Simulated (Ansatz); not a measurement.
# Is the response still linear at 0.3 V/Å? CrGe2N4 under H-SiC-F chair, AC

The dipole of a slab grows in proportion to a weak field along its normal. Does the weak-field slope carry to a strong field?

How it was computed: Ansatz 0.2.0, plane waves with PAW datasets (its set soft_2), PBE+U-D3(BJ); atoms held at their relaxed places, 18 Å of vacuum, dipole correction, cell area 8.01 Å², spin-polarised, 18×18 k-points, smearing 0.05 eV. Without field the slab has no gap over 0.05 eV.

```tsv
run	field (V/Å)	dipole (e·Å)
run 1	−0.05	0.09083
run 2	0.00	0.11761
run 3	0.05	0.14434
run 4	0.10	0.17103
run 5	0.30	?
```

**Question.** What value belongs in the row marked “?”, and how far can the other rows tell?

A least-squares line through the 4 rows shown has slope 0.534660 and intercept 0.117586; no row lies more than 0.00002 e·Å off it. A perfect conductor with that slope would be 180.95 × 0.53466 / 8.01 = 12.08 Å thick. At 0.30 it gives 0.534660 × 0.30 + 0.117586 = 0.27798 e·Å, beyond the rows fitted. Rounding and scatter of the rows alone allow about ±0.00009 e·Å there.

The run itself gives 0.27754 e·Å: a miss of −0.00044 e·Å. That is under 1 % of the induced dipole, so the response is still linear.

**Limits.** Ions are held, so this is the electronic response. Of the series that stay linear within 1 %, this collection keeps about one in seven, and it keeps all that bend. With a small gap or none the response hangs on mesh and smearing, which were not varied here.

[Logs are printed without paths, hosts, clocks, repeated set-up lines and the standing remarks that a program may print on its own settings, such as how far it seeks lower states.]
